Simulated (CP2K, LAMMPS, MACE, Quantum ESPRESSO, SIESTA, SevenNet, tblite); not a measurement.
# Pressure against volume in glassy B2O3 (65 atoms), QE, PBE

Density of this cell: 1.88 g/cm³. The cell holds 65 atoms: 26 B and 39 O. Its edges and angles: a = 9.276 Å, b = 9.276 Å, c = 9.276 Å, α = 90.0°, β = 90.0°, γ = 90.0°. 65 atoms (26 B, 39 O) placed at random at 1.93 g/cm³, melted at 3000 K for 20 ps at fixed volume with the Buckingham and Coulomb pair potential of Guillot and Sator (Geochim. Cosmochim. Acta 71, 1249 (2007)) with the boron terms of Wang et al. (J. Non-Cryst. Solids 498, 294 (2018)). Quenched from 3000 K to 300 K at 100 K/ps and fixed volume, held 10 ps at zero pressure. Then the atoms were relaxed with SevenNet 0 in the fixed cell.

Calculated with Quantum ESPRESSO 7.5: PBE; plane waves, SSSP efficiency, 60/480 Ry; k-points Γ. The unchanged cell has V0 = 12.281 Å³ an atom and P0 = -1.289 GPa. It is scaled evenly, and SevenNet 0 relaxes the atoms at each volume before the single point.

```
volume (Å³/atom)  pressure (GPa)
          11.544           0.804
          11.912               ?
          12.649          -2.365
          13.017          -3.402
```

Task: Fit a second-order expansion in ln V to the rows given and interpolate to the withheld row.

**Working.**

To second order in u = ln(V/V0), P = P0 − B u + ½ B B′ u², with B the bulk modulus at V0 and B′ its pressure derivative. So v = (P − P0)/u is a line in u, with intercept −B and slope ½ B B′.

| u | v (GPa) |
| --- | --- |
| -0.0618754 | -33.8212 |
| 0.0295588 | -36.4122 |
| 0.0582689 | -36.2732 |

With n = 3: mean u = 0.00865077, mean v = -35.5022, Σ(u − ū)² = 0.0078730, Σ(u − ū)(v − v̄) = -0.17584. Slope b = -0.17584 / 0.0078730 = -22.334; intercept a = v̄ − b ū = -35.309.

So B = 35.3 GPa and B′ = 2b/B = -1.3. At the withheld volume u = -0.03046, v = a + b u = -34.63 GPa, and P = P0 + u v.

Prediction at 11.912: -0.2339 GPa. The run gave -0.2127 GPa, so the fit is low by 0.021 GPa (10.0 % of the value).

B′ = -1.3 rests on three points. Among the rows given, the largest miss of the fit is at 13.017, by 0.020 GPa (0.47 % of the range of the table).

Limits: Static cells at zero temperature, with the cell shape held. The atoms follow SevenNet 0, not this level's own minimum.

[Logs are printed without paths, hosts, clocks, repeated set-up lines and the standing remarks that a program may print on its own settings, such as how far it seeks lower states.]

[Hosts, paths, dates, database ids (printed as entryN), source tags and the programs' standing remarks are cut or masked in the printed files.]
